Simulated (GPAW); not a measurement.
# Core-hole calculation of the O K edge in NbFeO4 (I-4m2), part 4 of 5

Aim: the near-edge shape at the O K edge of NbFeO4 (I-4m2), and what the core hole does to it.

GPAW 26.7.0; X-ray absorption from dipole matrix elements to empty bands, plane-wave PAW LDA+U.

So far. Step 7 (Spectrum with FCH, O atom 5): Main maxima below 24 eV (height): 2.0 eV (1.85), 5.8 eV (2.09), 9.1 eV (1.30), 13.2 eV (1.54) and 21.0 eV (0.96).  Step 7 (Spectrum with FCH, O atom 5): The hole costs E(hole) − E(ground) = 519.75 eV, and the lowest empty level of the hole cell on the spectrum's mesh lies at 4.82 eV, which puts the zero at 524.57 eV.

## Step 8: Excitation energy, O atom 3

Level of this step: plane-wave PAW DFT, LDA+U, self-consistent field (GPAW).

With the excited electron kept in the cell the system stays neutral, and the energy difference is an excitation energy by itself. In a small cell that electron takes up a good share of the lowest empty band, or all of one, which shifts the value from the true onset.

Changed against the first core-hole run: core hole to XCH, with the smearing that suits a partly filled band.

Contents of scf.py:

```python
import numpy as np
from ase import Atoms
from ase.parallel import parprint, paropen
from gpaw import GPAW, PW, FermiDirac, Mixer, MixerDif, setup_paths
from gpaw.test import gen
setup_paths.insert(0, '.')
gen('O', name='fch1s', xcname='LDA', corehole=(1, 0, 1), write_xml=True)
from gpaw.mpi import world
world.barrier()

atoms = Atoms('Nb2Fe2O8',
    cell=[[3.91702196, -3.91702196, 0],
     [3.91702196, 3.91702196, 0],
     [-1.95851098, 1.95851098, 5.03653014]],
    scaled_positions=[[0.5, 0.25, 0.5],
     [0, 0.75, 0.5],
     [0, 0, 0],
     [0.5, 0.5, 0],
     [0.299371, 0.25, 0.098742],
     [0.799371, 0.75, 0.098742],
     [0.700629, 0.25, 0.901258],
     [0.200629, 0.75, 0.901258],
     [0.20996175, 0, 0.4199235],
     [0.70996175, 0.5, 0.4199235],
     [0.79003825, 0, 0.5800765],
     [0.29003825, 0.5, 0.5800765]],
    magmoms=[0.0, 0.0, 4.0, 4.0, 0.0, 0.0, 0.0, 0.0, 0.0, 0.0, 0.0, 0.0],
    pbc=True)
atoms.calc = calc = GPAW(legacy_gpaw=True, mode=PW(500, force_complex_dtype=True), xc='LDA', setups={'Fe': ':d,5.3', 4: 'fch1s'},
    kpts={'size': (3, 2, 3), 'gamma': True}, occupations=FermiDirac(0.04),
    charge=-1, mixer=MixerDif(0.05, 8, 50), maxiter=150,
    convergence={'density': 0.0001, 'eigenstates': 1e-6}, txt='scf.txt')
energy = atoms.get_potential_energy() + calc.get_reference_energy()
ef = calc.get_fermi_level()
out = dict(energy=energy, fermi=ef, forces=atoms.get_forces().tolist(), magmoms=atoms.get_magnetic_moments().tolist())
parprint(f'all-electron energy {energy:.4f} eV, Fermi level {ef:.4f} eV')
ev = np.array([[calc.get_eigenvalues(k, s) for k in range(len(calc.get_ibz_k_points()))] for s in range(calc.get_number_of_spins())])
out['homo'], out['lumo'], out['counts'] = ev[ev < ef].max(), ev[ev > ef].min(), sorted(set((ev < ef).sum((0, 2)).tolist()))
out['filled'] = (ev[:, 0] < ef).sum(1).tolist()
import json
with paropen('out.json', 'w') as f:
    json.dump(out, f)
```

Command:

```bash
> OMP_NUM_THREADS=1 mpirun -n 4 gpaw python scf.py
```

Numbers of over 12 decimals in the logs are rounded to 6 here.

Output:

```text
Input parameters:
  charge: -1
  convergence: {density: 0.0001,
                eigenstates: 1e-06}
  kpts: {gamma: True,
         size: (3, 2, 3)}
  maxiter: 150
  mixer: {backend: pulay,
          beta: 0.05,
          method: difference,
          nmaxold: 8,
          weight: 50}
  mode: {ecut: 500.0,
         force_complex_dtype: True,
         name: pw}
  occupations: {fixmagmom: False,
[...]
2s(2) :    -1.594915     1.065643
*s    :    -0.594915
2p(4) :    -1.067100     0.787205
*p    :    -0.067100
*d    :     0.000000
--------------------------------

Diagonalizing with gridspacing h=0.050

state   all-electron     PAW
-------------------------------
2s:      -1.594915    -1.596334
2p:      -1.067100    -1.073375
*d:                   -0.060686
*f:                   -0.013559
-------------------------------
all-electron energy -292514.6703 eV, Fermi level 5.5415 eV
[key lines of the parts left out:]
Converged after 60 iterations.
Dipole moment: (-0.454257, -0.052638, -0.028615) |e|*Ang
Free energy:   -135.142117
Fermi level: 5.54149
```

Run time: 70 s. Hardware: 4 MPI ranks of Intel Xeon 6975P-C (Granite Rapids), shared host; peak memory 0.28 GiB; 4.6 min of CPU time.

The total-energy difference is 524.60 eV.

## Step 9: Reference energy of the cell

The cell and mesh change for the next run, so it gets a reference energy of its own.

Contents of scf.py:

```python
import numpy as np
from ase import Atoms
from ase.parallel import parprint, paropen
from gpaw import GPAW, PW, FermiDirac, Mixer, MixerDif, setup_paths
from gpaw.test import gen
setup_paths.insert(0, '.')
gen('O', name='nch1s', xcname='LDA', corehole=(1, 0, 0), write_xml=True)
from gpaw.mpi import world
world.barrier()

atoms = Atoms('NbFeO4',
    cell=[[0, -3.91702196, 0],
     [-3.91702196, 0, 0],
     [1.95851098, -1.95851098, -5.03653014]],
    scaled_positions=[[0.25, 0.25, 0.5],
     [0, 0, 0],
     [0.049371, 0.450629, 0.901258],
     [0.450629, 0.049371, 0.098742],
     [0.20996175, 0.79003825, 0.5800765],
     [0.79003825, 0.20996175, 0.4199235]],
    magmoms=[0.0, 4.0, 0.0, 0.0, 0.0, 0.0],
    pbc=True)
atoms.calc = calc = GPAW(legacy_gpaw=True, mode=PW(500, force_complex_dtype=True), xc='LDA', setups={'Fe': ':d,5.3', 2: 'nch1s'},
    kpts={'size': (3, 3, 3), 'gamma': True}, occupations=FermiDirac(0.02),
    charge=0, mixer=MixerDif(0.05, 8, 50), maxiter=150,
    convergence={'density': 0.0001, 'eigenstates': 1e-6}, txt='scf.txt')
energy = atoms.get_potential_energy() + calc.get_reference_energy()
ef = calc.get_fermi_level()
out = dict(energy=energy, fermi=ef, forces=atoms.get_forces().tolist(), magmoms=atoms.get_magnetic_moments().tolist())
parprint(f'all-electron energy {energy:.4f} eV, Fermi level {ef:.4f} eV')
ev = np.array([[calc.get_eigenvalues(k, s) for k in range(len(calc.get_ibz_k_points()))] for s in range(calc.get_number_of_spins())])
out['homo'], out['lumo'], out['counts'] = ev[ev < ef].max(), ev[ev > ef].min(), sorted(set((ev < ef).sum((0, 2)).tolist()))
out['filled'] = (ev[:, 0] < ef).sum(1).tolist()
import json
with paropen('out.json', 'w') as f:
    json.dump(out, f)
```

Output:

```text
Input parameters:
  convergence: {density: 0.0001,
                eigenstates: 1e-06}
  kpts: {gamma: True,
         size: (3, 3, 3)}
  maxiter: 150
  mixer: {backend: pulay,
          beta: 0.05,
          method: difference,
          nmaxold: 8,
          weight: 50}
  mode: {ecut: 500.0,
         force_complex_dtype: True,
         name: pw}
  occupations: {fixmagmom: False,
                name: fermi-dirac,
[...]
warnings.warn('Using symmetrized grid: ({},{},{}).\n'.format(*N_c))
<dir> UserWarning: Using symmetrized grid: (30,30,30).

  warnings.warn('Using symmetrized grid: ({},{},{}).\n'.format(*N_c))
<dir> UserWarning: Initial realspace grid (21,21,30) inconsistent with symmetries.
  warnings.warn(
<dir> UserWarning: Using symmetrized grid: (30,30,30).

  warnings.warn('Using symmetrized grid: ({},{},{}).\n'.format(*N_c))
all-electron energy -146519.6553 eV, Fermi level 4.1862 eV
[key lines of the parts left out:]
Converged after 21 iterations.
Dipole moment: (7.704222, 7.704222, -0.000000) |e|*Ang
Free energy:    -54.553609
Fermi level: 4.18625
```

The job ended after 12 s (4 MPI ranks; peak memory 0.33 GiB; 46 s of CPU time).

## Step 10: Spectrum with FCH, O atom 3

A smaller cell brings the holes closer; here they are 3.9 Å apart.

Changed against the first core-hole run: supercell atoms from 12 to 6; the field's mesh follows (3×2×3 to 3×3×3).

Contents of xas.py:

```python
import numpy as np
from ase import Atoms
from ase.parallel import parprint, paropen
from gpaw import GPAW, PW, FermiDirac, Mixer, MixerDif, setup_paths
from gpaw.test import gen
setup_paths.insert(0, '.')
gen('O', name='fch1s', xcname='LDA', corehole=(1, 0, 1), write_xml=True)
from gpaw.mpi import world
world.barrier()

atoms = Atoms('NbFeO4',
    cell=[[0, -3.91702196, 0],
     [-3.91702196, 0, 0],
     [1.95851098, -1.95851098, -5.03653014]],
    scaled_positions=[[0.25, 0.25, 0.5],
     [0, 0, 0],
     [0.049371, 0.450629, 0.901258],
     [0.450629, 0.049371, 0.098742],
     [0.20996175, 0.79003825, 0.5800765],
     [0.79003825, 0.20996175, 0.4199235]],
    magmoms=[0.0, 4.0, 0.0, 0.0, 0.0, 0.0],
    pbc=True)
atoms.calc = calc = GPAW(legacy_gpaw=True, mode=PW(500, force_complex_dtype=True), xc='LDA', setups={'Fe': ':d,5.3', 2: 'fch1s'},
    kpts={'size': (3, 3, 3), 'gamma': True}, occupations=FermiDirac(0.02),
    charge=0, mixer=MixerDif(0.05, 8, 50), maxiter=150,
    convergence={'density': 0.0001, 'eigenstates': 1e-6}, txt='scf.txt')
energy = atoms.get_potential_energy() + calc.get_reference_energy()
ef = calc.get_fermi_level()
out = dict(energy=energy, fermi=ef, forces=atoms.get_forces().tolist(), magmoms=atoms.get_magnetic_moments().tolist())
parprint(f'all-electron energy {energy:.4f} eV, Fermi level {ef:.4f} eV')
ev = np.array([[calc.get_eigenvalues(k, s) for k in range(len(calc.get_ibz_k_points()))] for s in range(calc.get_number_of_spins())])
out['homo'], out['lumo'], out['counts'] = ev[ev < ef].max(), ev[ev > ef].min(), sorted(set((ev < ef).sum((0, 2)).tolist()))
out['filled'] = (ev[:, 0] < ef).sum(1).tolist()

from ase.units import Ha
from gpaw.xas import dipole_matrix_elements
nb = int(calc.get_number_of_electrons() / 2) + 59
top, nb = nb, nb + 8 + nb // 12
nscf = calc.fixed_density(kpts={'size': (4, 4, 4), 'gamma': True}, nbands=nb,
    convergence={'bands': top, 'eigenstates': 5e-3}, maxiter=60, txt='nscf.txt')
cell = atoms.cell.array
ops = [cell.T @ U.T @ np.linalg.inv(cell.T) for U in nscf.wfs.kd.symmetry.op_scc]
filled = [25, 20]  # bands filled in the ground state, by spin
E = np.arange(-6, 34, 0.1)
fwhm = np.interp(E, [4, 25], [0.9, 3.5])
Y, X, zero, highest = 0, 0, 1e9, 1e9
for spin in range(nscf.get_number_of_spins()):
    wfs = nscf.wfs
    mine = wfs.bd.get_slice()  # this rank's bands
    A = dipole_matrix_elements(wfs.setups[2])
    eps = np.zeros((wfs.kd.nibzkpts, nb))
    d = np.zeros((3, A.shape[1], wfs.kd.nibzkpts, nb), complex)
    for kpt in wfs.kpt_u:
        if kpt.s == spin and 2 in kpt.P_ani:
            eps[kpt.k, mine] = kpt.eps_n * Ha
            d[:, :, kpt.k, mine] = (kpt.weight * wfs.nspins / 2) ** 0.5 * np.inner(A, kpt.P_ani[2])
    world.sum(eps)
    world.sum(d)
    T = np.einsum('amkn,bmkn->abkn', d, d.conj()).real
    T = sum(np.einsum('ai,ijkn,bj->abkn', R, T, R) for R in ops) / len(ops)
    empty = np.ones_like(eps, bool) & (np.arange(nb) >= filled[spin])
    zero, highest = min(zero, eps[empty].min()), min(highest, eps[:, top - 1].min())
    lines = [(eps, T, empty)] if spin == 0 else lines + [(eps, T, empty)]
for eps, T, empty in lines:
    f = np.einsum('aakn->akn', T).reshape(3, -1)
    x = eps.ravel() - zero
    w = np.interp(x, E, fwhm) / 2.35482
    g = np.exp(-0.5 * ((E[:, None] - x) / w) ** 2) / (w * (2 * np.pi) ** 0.5)
    Y = Y + (f * empty.ravel()) @ g.T
    X = X + (f * ~empty.ravel()) @ g.T
out.update(E=E.round(2).tolist(), xas=Y.tolist(), xes=X.tolist(), zero=zero, valid=highest - zero, nk=len(eps), nb=nb)
for i in range(0, len(E), 10):
    parprint(f'{E[i]:7.2f}', *(f'{v:10.3e}' for v in Y[:, i]))
import json
with paropen('out.json', 'w') as f:
    json.dump(out, f)
```

Command:

```bash
> OMP_NUM_THREADS=1 mpirun -n 4 gpaw python xas.py
```

Output:

```text
Input parameters:
  convergence: {density: 0.0001,
                eigenstates: 1e-06}
  kpts: {gamma: True,
         size: (3, 3, 3)}
  maxiter: 150
  mixer: {backend: pulay,
          beta: 0.05,
          method: difference,
          nmaxold: 8,
          weight: 50}
  mode: {ecut: 500.0,
         force_complex_dtype: True,
         name: pw}
  occupations: {fixmagmom: False,
                name: fermi-dirac,
[...]
warnings.warn(
<dir> UserWarning: Using symmetrized grid: (30,30,30).

  warnings.warn('Using symmetrized grid: ({},{},{}).\n'.format(*N_c))
all-electron energy -146000.6151 eV, Fermi level 4.2629 eV
  -6.00  9.455e-71  7.289e-69  6.623e-70
  -5.00  1.169e-52  5.965e-51  1.110e-52
  -4.00  1.611e-37  5.265e-36  1.473e-37
  -3.00  2.417e-25  5.041e-24  2.572e-25
[...]
32.00  1.208e-04  1.458e-04  1.543e-04
  33.00  1.060e-04  1.425e-04  1.421e-04
[key lines of the parts left out:]
Converged after 22 iterations.
Dipole moment: (7.900944, 8.052520, -0.004887) |e|*Ang
Free energy:    -86.180085
Fermi level: 4.26290
```

The job ended after 29 s (4 MPI ranks; peak memory 0.44 GiB; 1.9 min of CPU time).

These settings depart from the first run's and aren't meant as converged.

Against the first run the r.m.s. difference is 11 %. Another feature, at 1.6 eV (1.84), becomes the highest below 16 eV; the one at 9.1 eV (1.86) is now at 9.1 eV (1.72).

```tsv
E (eV)	first run	this run
-2.0	0.00	0.00
-0.5	0.00	0.00
1.0	1.25	1.26
2.5	0.81	0.76
4.0	0.10	0.08
5.5	1.34	1.44
7.0	1.15	0.84
8.5	1.65	1.57
10.0	1.47	1.44
11.5	1.15	1.39
13.0	1.23	1.29
14.5	1.00	1.01
16.0	0.72	0.75
17.5	0.66	0.65
19.0	0.77	0.75
20.5	0.85	0.82
22.0	0.77	0.78
23.5	0.62	0.63
25.0	0.59	0.56
26.5	0.71	0.67
28.0	0.87	0.84
29.5	0.99	1.01
31.0	1.12	1.16
```

## Step 11: Supercell without a hole, the energy reference

The cell and mesh change for the next run, so it gets a reference energy of its own.

scf.py: that of step 9 with these lines changed.

```diff
@@ -10,16 +10,22 @@
 
-atoms = Atoms('NbFeO4',
-    cell=[[0, -3.91702196, 0],
-     [-3.91702196, 0, 0],
-     [1.95851098, -1.95851098, -5.03653014]],
-    scaled_positions=[[0.25, 0.25, 0.5],
+atoms = Atoms('Nb2Fe2O8',
+    cell=[[3.91702196, -3.91702196, 0],
+     [3.91702196, 3.91702196, 0],
+     [-1.95851098, 1.95851098, 5.03653014]],
+    scaled_positions=[[0.5, 0.25, 0.5],
+     [0, 0.75, 0.5],
      [0, 0, 0],
-     [0.049371, 0.450629, 0.901258],
-     [0.450629, 0.049371, 0.098742],
-     [0.20996175, 0.79003825, 0.5800765],
-     [0.79003825, 0.20996175, 0.4199235]],
-    magmoms=[0.0, 4.0, 0.0, 0.0, 0.0, 0.0],
+     [0.5, 0.5, 0],
+     [0.299371, 0.25, 0.098742],
+     [0.799371, 0.75, 0.098742],
+     [0.700629, 0.25, 0.901258],
+     [0.200629, 0.75, 0.901258],
+     [0.20996175, 0, 0.4199235],
+     [0.70996175, 0.5, 0.4199235],
+     [0.79003825, 0, 0.5800765],
+     [0.29003825, 0.5, 0.5800765]],
+    magmoms=[0.0, 0.0, 4.0, 4.0, 0.0, 0.0, 0.0, 0.0, 0.0, 0.0, 0.0, 0.0],
     pbc=True)
-atoms.calc = calc = GPAW(legacy_gpaw=True, mode=PW(500, force_complex_dtype=True), xc='LDA', setups={'Fe': ':d,5.3', 2: 'nch1s'},
-    kpts={'size': (3, 3, 3), 'gamma': True}, occupations=FermiDirac(0.02),
+atoms.calc = calc = GPAW(legacy_gpaw=True, mode=PW(500, force_complex_dtype=True), xc='LDA', setups={'Fe': ':d,5.3', 4: 'nch1s'},
+    kpts={'size': (1, 1, 1), 'gamma': True}, occupations=FermiDirac(0.02),
     charge=0, mixer=MixerDif(0.05, 8, 50), maxiter=150,
```

Command:

```bash
> OMP_NUM_THREADS=1 mpirun -n 4 gpaw python scf.py
```

Output:

```text
Input parameters:
  convergence: {density: 0.0001,
                eigenstates: 1e-06}
  kpts: {gamma: True,
         size: (1, 1, 1)}
  maxiter: 150
  mixer: {backend: pulay,
          beta: 0.05,
          method: difference,
          nmaxold: 8,
          weight: 50}
  mode: {ecut: 500.0,
         force_complex_dtype: True,
         name: pw}
  occupations: {fixmagmom: False,
                name: fermi-dirac,
[...]
2s(2) :    -0.872866     1.079797
*s    :     0.127134
2p(4) :    -0.337925     0.876472
*p    :     0.662075
*d    :     0.000000
--------------------------------

Diagonalizing with gridspacing h=0.050

state   all-electron     PAW
-------------------------------
2s:      -0.872866    -0.873954
2p:      -0.337925    -0.341740
*d:                    0.050276
*f:                    0.077289
-------------------------------
all-electron energy -293037.6672 eV, Fermi level 4.4596 eV
[key lines of the parts left out:]
Converged after 34 iterations.
Dipole moment: (0.000000, 0.000000, -0.000000) |e|*Ang
Free energy:   -107.463779
Fermi level: 4.45959
```

The job ended after 9.6 s (4 MPI ranks; peak memory 0.24 GiB).

The run finished; it serves as a test, and its numbers are not taken as the result.

[end of part 4 of 5]

[Banner, clock and machine lines of the logs are left out without a mark of their own.]

[Logs are printed without paths, hosts, clocks, repeated set-up lines and the standing remarks that a program may print on its own settings, such as how far it seeks lower states.]

[Hosts, paths, dates, database ids (printed as entryN), source tags and the programs' standing remarks are cut or masked in the printed files.]

[Lists of maxima count a maximum above −3 eV only where it reaches 4 % of the highest in the window and stands out from its surroundings by 2 % of it (1.5 % where it reaches 55 %); shoulders and weaker maxima are passed over, and of the rest the first, up to two pre-edge ones and the few strongest are named.]
